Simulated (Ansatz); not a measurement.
# Sc on Al(111): change of the work function, part 2 of 5

Wanted: Δφ(θ) for Sc/Al(111), starting from the top site.

Ansatz 0.2.0; plane-wave DFT, LDA, Ansatz PAW.

So far, work function, upper face (eV): step 2 (the clean slab) 4.16.

## 3. Adsorbate added, k-mesh 3×3×1, coverage 0.0625 ML

System of this step: Sc/Al(111). The cell holds 65 atoms: 64 Al and 1 Sc. Cell: a = 11.455 Å, b = 11.455 Å, c = 27.889 Å, α = 90.0°, β = 90.0°, γ = 60.0°. Vacuum lies along c.

The clean slab as it ended is repeated in the plane and the adsorbate is set on one face; the cell's size fixes the coverage, and the k-mesh shrinks with it to keep the sampling density about even. Adsorbate and upper layers relax, since the dipole depends on the height.

Contents of input.yaml:

```yaml
crystal:
  lattice:
    - [11.4551298553, 0.0, 0.0]
    - [5.7275649276, 9.9204334583, 0.0]
    - [0.0, 0.0, 27.8889911689]
  atoms:
    - { symbol: Al, position: [0.0, 0.0, 0.3227079798] }
    - { symbol: Al, position: [0.0833333333, 0.0833333333, 0.4065499724] }
    - { symbol: Al, position: [0.1666666667, 0.1666666667, 0.4863217039] }
    - { symbol: Al, position: [0.0, 0.0, 0.567732661] }
    - { symbol: Al, position: [0.0, 0.25, 0.3227079798] }
    - { symbol: Al, position: [0.0833333333, 0.3333333333, 0.4065499724] }
    - { symbol: Al, position: [0.1666666667, 0.4166666667, 0.4863217039] }
    - { symbol: Al, position: [0.0, 0.25, 0.567732661] }
    - { symbol: Al, position: [0.0, 0.5, 0.3227079798] }
    - { symbol: Al, position: [0.0833333333, 0.5833333333, 0.4065499724] }
    - { symbol: Al, position: [0.1666666667, 0.6666666667, 0.4863217039] }
    - { symbol: Al, position: [0.0, 0.5, 0.567732661] }
    - { symbol: Al, position: [0.0, 0.75, 0.3227079798] }
    - { symbol: Al, position: [0.0833333333, 0.8333333333, 0.4065499724] }
    - { symbol: Al, position: [0.1666666667, 0.9166666667, 0.4863217039] }
    - { symbol: Al, position: [0.0, 0.75, 0.567732661] }
    - { symbol: Al, position: [0.25, 0.0, 0.3227079798] }
    - { symbol: Al, position: [0.3333333333, 0.0833333333, 0.4065499724] }
    - { symbol: Al, position: [0.4166666667, 0.1666666667, 0.4863217039] }
    - { symbol: Al, position: [0.25, 0.0, 0.567732661] }
    - { symbol: Al, position: [0.25, 0.25, 0.3227079798] }
    - { symbol: Al, position: [0.3333333333, 0.3333333333, 0.4065499724] }
    - { symbol: Al, position: [0.4166666667, 0.4166666667, 0.4863217039] }
    - { symbol: Al, position: [0.25, 0.25, 0.567732661] }
    - { symbol: Al, position: [0.25, 0.5, 0.3227079798] }
    - { symbol: Al, position: [0.3333333333, 0.5833333333, 0.4065499724] }
    - { symbol: Al, position: [0.4166666667, 0.6666666667, 0.4863217039] }
    - { symbol: Al, position: [0.25, 0.5, 0.567732661] }
    - { symbol: Al, position: [0.25, 0.75, 0.3227079798] }
    - { symbol: Al, position: [0.3333333333, 0.8333333333, 0.4065499724] }
    - { symbol: Al, position: [0.4166666667, 0.9166666667, 0.4863217039] }
    - { symbol: Al, position: [0.25, 0.75, 0.567732661] }
    - { symbol: Al, position: [0.5, 0.0, 0.3227079798] }
    - { symbol: Al, position: [0.5833333333, 0.0833333333, 0.4065499724] }
    - { symbol: Al, position: [0.6666666667, 0.1666666667, 0.4863217039] }
    - { symbol: Al, position: [0.5, 0.0, 0.567732661] }
    - { symbol: Al, position: [0.5, 0.25, 0.3227079798] }
    - { symbol: Al, position: [0.5833333333, 0.3333333333, 0.4065499724] }
    - { symbol: Al, position: [0.6666666667, 0.4166666667, 0.4863217039] }
    - { symbol: Al, position: [0.5, 0.25, 0.567732661] }
    - { symbol: Al, position: [0.5, 0.5, 0.3227079798] }
    - { symbol: Al, position: [0.5833333333, 0.5833333333, 0.4065499724] }
    - { symbol: Al, position: [0.6666666667, 0.6666666667, 0.4863217039] }
    - { symbol: Al, position: [0.5, 0.5, 0.567732661] }
    - { symbol: Al, position: [0.5, 0.75, 0.3227079798] }
    - { symbol: Al, position: [0.5833333333, 0.8333333333, 0.4065499724] }
    - { symbol: Al, position: [0.6666666667, 0.9166666667, 0.4863217039] }
    - { symbol: Al, position: [0.5, 0.75, 0.567732661] }
    - { symbol: Al, position: [0.75, 0.0, 0.3227079798] }
    - { symbol: Al, position: [0.8333333333, 0.0833333333, 0.4065499724] }
    - { symbol: Al, position: [0.9166666667, 0.1666666667, 0.4863217039] }
    - { symbol: Al, position: [0.75, 0.0, 0.567732661] }
    - { symbol: Al, position: [0.75, 0.25, 0.3227079798] }
    - { symbol: Al, position: [0.8333333333, 0.3333333333, 0.4065499724] }
    - { symbol: Al, position: [0.9166666667, 0.4166666667, 0.4863217039] }
    - { symbol: Al, position: [0.75, 0.25, 0.567732661] }
    - { symbol: Al, position: [0.75, 0.5, 0.3227079798] }
    - { symbol: Al, position: [0.8333333333, 0.5833333333, 0.4065499724] }
    - { symbol: Al, position: [0.9166666667, 0.6666666667, 0.4863217039] }
    - { symbol: Al, position: [0.75, 0.5, 0.567732661] }
    - { symbol: Al, position: [0.75, 0.75, 0.3227079798] }
    - { symbol: Al, position: [0.8333333333, 0.8333333333, 0.4065499724] }
    - { symbol: Al, position: [0.9166666667, 0.9166666667, 0.4863217039] }
    - { symbol: Al, position: [0.75, 0.75, 0.567732661] }
    - { symbol: Sc, position: [0.0, 0.0, 0.6772920202] }
kpoints:
  mp_grid: { grid: [3, 3, 1] }
hamiltonian:
  xc: lda
scf:
  occupations: { method: fermi_dirac, width: 0.1 }
  convergence: { dr2_threshold: 1.0e-08 }
efield:
  axis: 3
  dipole_correction: true
  ramp_position: 0.97
  ramp_width: 0.06
relax:
  f_tol: 0.02
  max_steps: 60
  constraints:
    - { sites: [0, 1, 4, 5, 8, 9, 12, 13, 16, 17, 20, 21, 24, 25, 28, 29, 32, 33, 36, 37, 40, 41, 44, 45, 48, 49, 52, 53, 56, 57, 60, 61] }
output:
  bader: true
  write_potential: true
  write_density: true
  volumetric_format: npy
```

Launch:

```bash
$ ansatz run input.yaml --threads 4 --pin off --max-ram 6144MiB --backend cpu --events-out ev --progress --plain --runs-dir out
```

Output:

```text
[...]
Crystal: 65 atoms, lattice volume = 3169.301 Å³
Basis set: ecut = 420 eV, 61899 PW (Γ)
Bands: 167, of which v1, the nominal top of the filled ones, is band 102 counted from 1 (101 counted from 0)
Symmetry: 6 space group operations
[...]
k-points: 3 of 9 (time reversal used)
[...]
SCF iter   1: F=—  HF=-34896.250311 eV  |F-HF|=—  |Δ(HF+E_count)|=         —  Δρ=3.33e-3  dr2=1.78e0  ethr=1.77e-3  p=0.333 e·Å  D=1.90e-2 V/Å  ΔV_dip=-0.53 eV  dr2_dipole=1.71e-1  V_vac-E_F(+/−)=3.62/4.15 eV  ⟨swp⟩=11.7  Hψ=3348  notcnv=0  defer=5
[...]
SCF iter  10: F=-34896.120179 eV  HF=-34896.120179 eV  |F-HF|=2.03e-9  |Δ(HF+E_count)|=  5.46e-10  Δρ=2.28e-7  dr2=3.33e-9  ethr=4.93e-12  p=0.344 e·Å  D=1.97e-2 V/Å  ΔV_dip=-0.55 eV  dr2_dipole=3.56e-11  V_vac-E_F(+/−)=3.58/4.13 eV  ⟨swp⟩=10.0  Hψ=3064  notcnv=0
SCF 1 converged in 10 iterations: F = -34896.120179 eV  dr2 = 3.33e-9
[...]
relax step   1: F+E_penalty+E_count = -34896.12017913 eV  Δ(F+E_penalty+E_count) = +0.000e0 eV  max|allowed force component| = 1.722e0 eV/Å  Δτ_max = 0.0000 Å  (10 SCF iters, accepted)
[...]
SCF iter   9: F=-34896.468991 eV  HF=-34896.468991 eV  |F-HF|=2.04e-10  |Δ(HF+E_count)|=   2.29e-8  Δρ=1.61e-7  dr2=1.52e-9  ethr=4.93e-12  p=0.355 e·Å  D=2.03e-2 V/Å  ΔV_dip=-0.57 eV  dr2_dipole=1.37e-11  V_vac-E_F(+/−)=3.56/4.13 eV  ⟨swp⟩=10.0  Hψ=3152  notcnv=0
SCF 2 converged in 9 iterations: F = -34896.468991 eV  dr2 = 1.52e-9
relax step   2: F+E_penalty+E_count = -34896.46899106 eV  Δ(F+E_penalty+E_count) = -3.488e-1 eV  max|allowed force component| = 1.803e0 eV/Å  Δτ_max = 0.1945 Å  (9 SCF iters, accepted)
SCF iter   1: F=—  HF=-34896.842406 eV  |F-HF|=—  |Δ(HF+E_count)|=         —  Δρ=1.48e-3  dr2=1.11e-1  ethr=6.10e-4  p=0.355 e·Å  D=2.03e-2 V/Å  ΔV_dip=-0.57 eV  dr2_dipole=5.89e-3  V_vac-E_F(+/−)=3.56/4.13 eV  ⟨swp⟩=5.0  Hψ=1361  notcnv=0  defer=13
[...]
SCF iter   9: F=-34896.819602 eV  HF=-34896.819602 eV  |F-HF|=5.02e-9  |Δ(HF+E_count)|=   6.15e-8  Δρ=1.78e-7  dr2=1.62e-9  ethr=4.93e-12  p=0.365 e·Å  D=2.09e-2 V/Å  ΔV_dip=-0.58 eV  dr2_dipole=3.53e-10  V_vac-E_F(+/−)=3.55/4.13 eV  ⟨swp⟩=11.3  Hψ=3197  notcnv=0
SCF 3 converged in 9 iterations: F = -34896.819602 eV  dr2 = 1.62e-9
relax step   3: F+E_penalty+E_count = -34896.81960181 eV  Δ(F+E_penalty+E_count) = -3.506e-1 eV  max|allowed force component| = 1.708e0 eV/Å  Δτ_max = 0.1946 Å  (9 SCF iters, accepted)
[...]
relax step   4: F+E_penalty+E_count = -34897.13342990 eV  Δ(F+E_penalty+E_count) = -3.138e-1 eV  max|allowed force component| = 1.123e0 eV/Å  Δτ_max = 0.1949 Å  (9 SCF iters, accepted)
[...]
relax step   5: F+E_penalty+E_count = -34897.39260718 eV  Δ(F+E_penalty+E_count) = -2.592e-1 eV  max|allowed force component| = 7.066e-1 eV/Å  Δτ_max = 0.1948 Å  (10 SCF iters, accepted)
[...]
relax step   6: F+E_penalty+E_count = -34897.62133351 eV  Δ(F+E_penalty+E_count) = -2.287e-1 eV  max|allowed force component| = 7.539e-1 eV/Å  Δτ_max = 0.2000 Å  (9 SCF iters, accepted)
[...]
relax step   7: F+E_penalty+E_count = -34897.79784826 eV  Δ(F+E_penalty+E_count) = -1.765e-1 eV  max|allowed force component| = 1.727e-1 eV/Å  Δτ_max = 0.1949 Å  (9 SCF iters, accepted)
SCF iter   1: F=—  HF=-34897.824268 eV  |F-HF|=—  |Δ(HF+E_count)|=         —  Δρ=8.58e-4  dr2=3.66e-2  ethr=2.37e-4  p=0.344 e·Å  D=1.96e-2 V/Å  ΔV_dip=-0.55 eV  dr2_dipole=1.30e-4  V_vac-E_F(+/−)=3.61/4.16 eV  ⟨swp⟩=3.7  Hψ=1217  notcnv=0  defer=19
[...]
SCF iter   8: F=-34897.816913 eV  HF=-34897.816913 eV  |F-HF|=2.10e-9  |Δ(HF+E_count)|=   3.75e-9  Δρ=2.85e-7  dr2=7.75e-9  ethr=4.93e-12  p=0.340 e·Å  D=1.94e-2 V/Å  ΔV_dip=-0.54 eV  dr2_dipole=2.14e-9  V_vac-E_F(+/−)=3.62/4.16 eV  ⟨swp⟩=9.0  Hψ=3360  notcnv=0
SCF 8 converged in 8 iterations: F = -34897.816913 eV  dr2 = 7.75e-9
relax step   8: F+E_penalty+E_count = -34897.81691256 eV  Δ(F+E_penalty+E_count) = -1.906e-2 eV  max|allowed force component| = 1.934e-2 eV/Å  Δτ_max = 0.0644 Å  (8 SCF iters, accepted)
NSCF: frozen V_eff on 3 k-points
[...]
SCF converged after 8 iterations
Free energy (F): -34897.816913 eV
[...]
Internal energy: -34896.805998 eV  (E = F + TS)
E sigma→0 (E₀):  -34897.311455 eV
Entropy (-TS):   -1.010915 eV (-15.553 meV/atom)
Fermi energy:    0.133923 eV
Dipole field:    D = 0.019394 V/Å  (p = 0.339684 e·Å, saw-weighted, corrected)
Work function:   Φ+ = 3.6226 eV   Φ− = 4.1635 eV
[...]
--- Forces (eV/Å), atoms counted from 1 ---
  atom   1  Al    -0.00000000     0.00000000     0.06734391
  atom   2  Al     0.02232074     0.01288689    -0.21266807
  atom   3  Al     0.01224188     0.00706785    -0.00880329
  atom   4  Al     0.00000000    -0.00000000     0.01086924
  atom   5  Al    -0.03117549    -0.05456587     0.16458467
  atom   6  Al     0.00830785    -0.03397858    -0.06261557
  atom   7  Al     0.00248400    -0.00143414     0.00613555
  atom   8  Al     0.00302311    -0.01266674     0.01898471
  atom   9  Al     0.01262384    -0.00728838     0.15300061
  atom  10  Al     0.03358024     0.00979448    -0.06261557
  atom  11  Al     0.00000000    -0.01413571    -0.00880329
  atom  12  Al    -0.00025870     0.00014936    -0.01087460
  atom  13  Al     0.03166768     0.05428170     0.16458467
  atom  14  Al     0.00000000    -0.02577377    -0.21266807
  atom  15  Al     0.00059238    -0.00034201    -0.01789742
  atom  16  Al     0.01248127     0.00371528     0.01898471
  atom  17  Al    -0.06284317     0.00028417     0.16458467
  atom  18  Al    -0.02527239     0.02418410    -0.06261557
  atom  19  Al    -0.00000000     0.00286827     0.00613555
  atom  20  Al    -0.00945816     0.00895146     0.01898471
  atom  21  Al     0.02019163     0.01165764     0.16509108
  atom  22  Al    -0.00000000     0.00000000    -0.11584635
  atom  23  Al    -0.00248400    -0.00143414     0.00613555
  atom  24  Al    -0.00153159    -0.00088426    -0.00064504
  atom  25  Al     0.00000000    -0.02331529     0.16509108
  atom  26  Al    -0.03358024     0.00979448    -0.06261557
  atom  27  Al    -0.00081274     0.00308645     0.00366142
  atom  28  Al    -0.00000000     0.00176853    -0.00064504
  atom  29  Al    -0.03166768     0.05428170     0.16458467
  atom  30  Al     0.19607476    -0.11320381    -0.40852345
  atom  31  Al    -0.00307931    -0.00083937     0.00366142
  atom  32  Al    -0.01248127     0.00371528     0.01898471
  atom  33  Al    -0.00000000     0.01457675     0.15300061
  atom  34  Al     0.02527239     0.02418410    -0.06261557
  atom  35  Al    -0.01224188     0.00706785    -0.00880329
  atom  36  Al     0.00000000    -0.00029873    -0.01087460
  atom  37  Al    -0.02019163     0.01165764     0.16509108
  atom  38  Al    -0.00830785    -0.03397858    -0.06261557
  atom  39  Al     0.00226657    -0.00224707     0.00366142
  atom  40  Al     0.00153159    -0.00088426    -0.00064504
[...]
atom  54  Al    -0.00000000     0.22640763    -0.40852345
  atom  55  Al    -0.00226657    -0.00224707     0.00366142
  atom  56  Al    -0.00302311    -0.01266674     0.01898471
  atom  57  Al    -0.00000000     0.00393571     0.18517437
  atom  58  Al     0.04701206    -0.02714242    -0.09929852
  atom  59  Al     0.00081274     0.00308645     0.00366142
  atom  60  Al    -0.00000000     0.00252353     0.00478613
  atom  61  Al    -0.00340843    -0.00196786     0.18517437
  atom  62  Al    -0.19607476    -0.11320381    -0.40852345
  atom  63  Al    -0.00059238    -0.00034201    -0.01789742
  atom  64  Al    -0.00218544    -0.00126176     0.00478613
  atom  65  Sc     0.00000000    -0.00000000     0.00426196
  max |Σ_I F_I| component: 8.92e-5 eV/Å
--- Band table (eV) ---
  k-point 0: bands = [... 98 lower, 0.1548, 0.2038, 0.3219, 0.3219, 0.3553, 0.3663, 0.3663, 0.4637, ... 61 higher]
  k-point 1: bands = [... 98 lower, -0.0899, -0.0520, 0.0514, 0.1027, 0.1589, 0.2740, 0.3144, 0.4628, ... 61 higher]
  k-point 2: bands = [... 98 lower, -0.0158, -0.0029, 0.0980, 0.1344, 0.1965, 0.2030, 0.2219, 0.2959, ... 61 higher]
--- Relaxed structure (8 steps of the walk, 8 accepted, 0 SCFs on fresh bases) ---
  F+E_penalty+E_count = -34897.81691256 eV   max|allowed force component| = 1.934e-2 eV/Å
  atoms:
    - { symbol: Al, position: [0.0, 0.0, 0.3227079798] }
    - { symbol: Al, position: [0.083333, 0.083333, 0.406550] }
    - { symbol: Al, position: [0.164640, 0.164640, 0.488933] }
    - { symbol: Al, position: [-4.124828e-18, 2.062414e-18, 0.544842] }
    - { symbol: Al, position: [0.0, 0.250000, 0.3227079798] }
    - { symbol: Al, position: [0.083333, 0.333333, 0.406550] }
    - { symbol: Al, position: [0.166729, 0.416635, 0.486643] }
    - { symbol: Al, position: [-0.000413294, 0.241552, 0.574488] }
    - { symbol: Al, position: [0.0, 0.500000, 0.3227079798] }
    - { symbol: Al, position: [0.083333, 0.583333, 0.406550] }
    - { symbol: Al, position: [0.164640, 0.670720, 0.488933] }
    - { symbol: Al, position: [0.000415364, 0.499792, 0.569394] }
    - { symbol: Al, position: [-5.551115e-17, 0.75, 0.3227079798] }
    - { symbol: Al, position: [0.083333, 0.833333, 0.406550] }
    - { symbol: Al, position: [0.183752, 0.908124, 0.483014] }
    - { symbol: Al, position: [-0.000413294, 0.758862, 0.574488] }
    - { symbol: Al, position: [0.250000, 0, 0.3227079798] }
    - { symbol: Al, position: [0.333333, 0.083333, 0.406550] }
    - { symbol: Al, position: [0.416635, 0.166729, 0.486643] }
    - { symbol: Al, position: [0.241552, -0.000413294, 0.574488] }
    - { symbol: Al, position: [0.25, 0.250000, 0.3227079798] }
    - { symbol: Al, position: [0.333333, 0.333333, 0.406550] }
    - { symbol: Al, position: [0.416635, 0.416635, 0.486643] }
    - { symbol: Al, position: [0.249142, 0.249142, 0.568433] }
    - { symbol: Al, position: [0.250000, 0.500000, 0.3227079798] }
    - { symbol: Al, position: [0.333333, 0.583333, 0.406550] }
    - { symbol: Al, position: [0.417266, 0.664750, 0.487594] }
    - { symbol: Al, position: [0.249142, 0.501716, 0.568433] }
    - { symbol: Al, position: [0.250000, 0.75, 0.3227079798] }
    - { symbol: Al, position: [0.333333, 0.833333, 0.406550] }
    - { symbol: Al, position: [0.417266, 0.917984, 0.487594] }
    - { symbol: Al, position: [0.241552, 0.758862, 0.574488] }
    - { symbol: Al, position: [0.500000, 0, 0.3227079798] }
    - { symbol: Al, position: [0.583333, 0.083333, 0.406550] }
    - { symbol: Al, position: [0.670720, 0.164640, 0.488933] }
    - { symbol: Al, position: [0.499792, 0.000415364, 0.569394] }
    - { symbol: Al, position: [0.500000, 0.250000, 0.3227079798] }
    - { symbol: Al, position: [0.583333, 0.333333, 0.406550] }
    - { symbol: Al, position: [0.664750, 0.417266, 0.487594] }
    - { symbol: Al, position: [0.501716, 0.249142, 0.568433] }
[...]
- { symbol: Al, position: [0.750000, 0.250000, 0.3227079798] }
    - { symbol: Al, position: [0.833333, 0.333333, 0.406550] }
    - { symbol: Al, position: [0.917984, 0.417266, 0.487594] }
    - { symbol: Al, position: [0.758862, 0.241552, 0.574488] }
    - { symbol: Al, position: [0.75, 0.500000, 0.3227079798] }
    - { symbol: Al, position: [0.833333, 0.583333, 0.406550] }
    - { symbol: Al, position: [0.917984, 0.664750, 0.487594] }
    - { symbol: Al, position: [0.750517, 0.498967, 0.567913] }
    - { symbol: Al, position: [0.750000, 0.75, 0.3227079798] }
    - { symbol: Al, position: [0.833333, 0.833333, 0.406550] }
    - { symbol: Al, position: [0.908124, 0.908124, 0.483014] }
    - { symbol: Al, position: [0.750517, 0.750517, 0.567913] }
    - { symbol: Sc, position: [-7.906680e-18, 3.953340e-18, 0.633414] }
--- Bader charges: 65 sites ---
  site symbol  charge [e]  shift [e]
     0     Al      0.0112     0.0000
     1     Al     -0.0008     0.0000
     2     Al     -0.0021     0.0000
     3     Al     -0.2826     0.0063
     4     Al      0.0227     0.0000
     5     Al     -0.0241     0.0000
     6     Al     -0.0202     0.0000
     7     Al     -0.0239     0.0000
     8     Al      0.0199     0.0000
     9     Al     -0.0241     0.0000
    10     Al     -0.0021     0.0000
    11     Al      0.0029     0.0000
    12     Al      0.0227     0.0000
    13     Al     -0.0008     0.0000
    14     Al     -0.1351     0.0018
    15     Al     -0.0239     0.0000
    16     Al      0.0227     0.0000
    17     Al     -0.0241     0.0000
    18     Al     -0.0202     0.0000
    19     Al     -0.0239     0.0000
    20     Al      0.0277     0.0000
    21     Al     -0.0222     0.0000
    22     Al     -0.0202     0.0000
    23     Al     -0.0048     0.0000
    24     Al      0.0277     0.0000
    25     Al     -0.0241     0.0000
    26     Al      0.0054     0.0000
    27     Al     -0.0048     0.0000
    28     Al      0.0227     0.0000
    29     Al      0.0065     0.0003
    30     Al      0.0054     0.0000
    31     Al     -0.0239     0.0000
    32     Al      0.0199     0.0000
    33     Al     -0.0241     0.0000
    34     Al     -0.0021     0.0000
    35     Al      0.0028     0.0000
    36     Al      0.0277     0.0000
    37     Al     -0.0241     0.0000
    38     Al      0.0054     0.0000
    39     Al     -0.0047     0.0000
[...]
53     Al      0.0065     0.0003
    54     Al      0.0054     0.0000
    55     Al     -0.0239     0.0000
    56     Al      0.0300     0.0000
    57     Al     -0.0526     0.0000
    58     Al      0.0054     0.0000
    59     Al     -0.0229     0.0000
    60     Al      0.0300     0.0000
    61     Al      0.0065     0.0003
    62     Al     -0.1351     0.0018
    63     Al     -0.0229     0.0000
    64     Sc      0.8720     0.0019
  estimated error of the sums over rays = 4.5e-4 e
```

The job ended after 8.2 min (4 threads of Arm Neoverse V2, shared host; peak memory 5 GiB; 32 min of CPU time).

Relaxation path:

| step | energy less that of the first step (eV) | largest force component (eV/Å) |
| --- | --- | --- |
| 1 | 0.0000 | 1.7218 |
| 2 | -0.3488 | 1.8028 |
| 3 | -0.6994 | 1.7084 |
| 4 | -1.0133 | 1.1229 |
| 5 | -1.2724 | 0.7066 |
| 6 | -1.5012 | 0.7539 |
| 7 | -1.6777 | 0.1727 |
| 8 | -1.6967 | 0.0193 |

The run keeps the 6 symmetry operations that the program found, so distortions that break them were not tested.

The atoms that moved most (Å):

```csv
atom,dx,dy,dz,length
Sc65,0.000,0.000,-1.224,1.224
Al4,0.000,0.000,-0.638,0.638
Al32,-0.046,0.088,0.188,0.213
Al8,-0.053,-0.084,0.188,0.213
Al20,-0.099,-0.004,0.188,0.213
Al16,0.046,0.088,0.188,0.213
Al52,0.099,-0.004,0.188,0.213
Al56,0.053,-0.084,0.188,0.213
```

Read from the output:

```
energy at zero smearing        : -34897.3115 eV
work function, upper face      : 3.623 eV
work function, lower face      : 4.163 eV
dipole along the normal        : 0.3397 e·Å
step between the vacuum levels : -0.5409 eV
```

Running mean over 2.338 Å of the planar mean; the ramp of the sawtooth is left out. Table of electron's electrostatic potential energy less the Fermi level by z:

| z (Å) | electron's electrostatic potential energy less the Fermi level (eV) |
| --- | --- |
| 4 | 4.16 |
| 5 | 4.16 |
| 6 | 4.07 |
| 7 | 3.06 |
| 8 | -1.29 |
| 9 | -4.35 |
| 10 | -4.52 |
| 11 | -4.55 |
| 12 | -4.90 |
| 13 | -4.86 |
| 14 | -4.68 |
| 15 | -4.59 |
| 16 | -4.27 |
| 17 | -1.40 |
| 18 | 2.28 |
| 19 | 3.30 |
| 20 | 3.58 |
| 21 | 3.62 |
| 22 | 3.62 |
| 23 | 3.62 |
| 24 | 3.62 |

The relaxation took 8 steps and lowered the energy by 1.7 eV; the largest force on the free atoms ends at 0.019 eV/Å.

The covered face has 3.62 eV, -0.54 eV against the clean one; the bare back face has moved by +0.03 eV, a measure of how thin the slab is.

(Continued in part 3 of 5.)

[Long decimals in the printed logs are rounded to 6 places.]

[Logs are printed without paths, hosts, clocks, repeated set-up lines and the standing remarks that a program may print on its own settings, such as how far it seeks lower states.]

[Hosts, paths, dates, database ids (printed as entryN), source tags and the programs' standing remarks are cut or masked in the printed files.]

[Maps of the electrostatic potential energy from Ansatz leave out the sawtooth potential of an applied field or a dipole correction, so their vacuum need not be flat; planar profiles and work functions include it.]
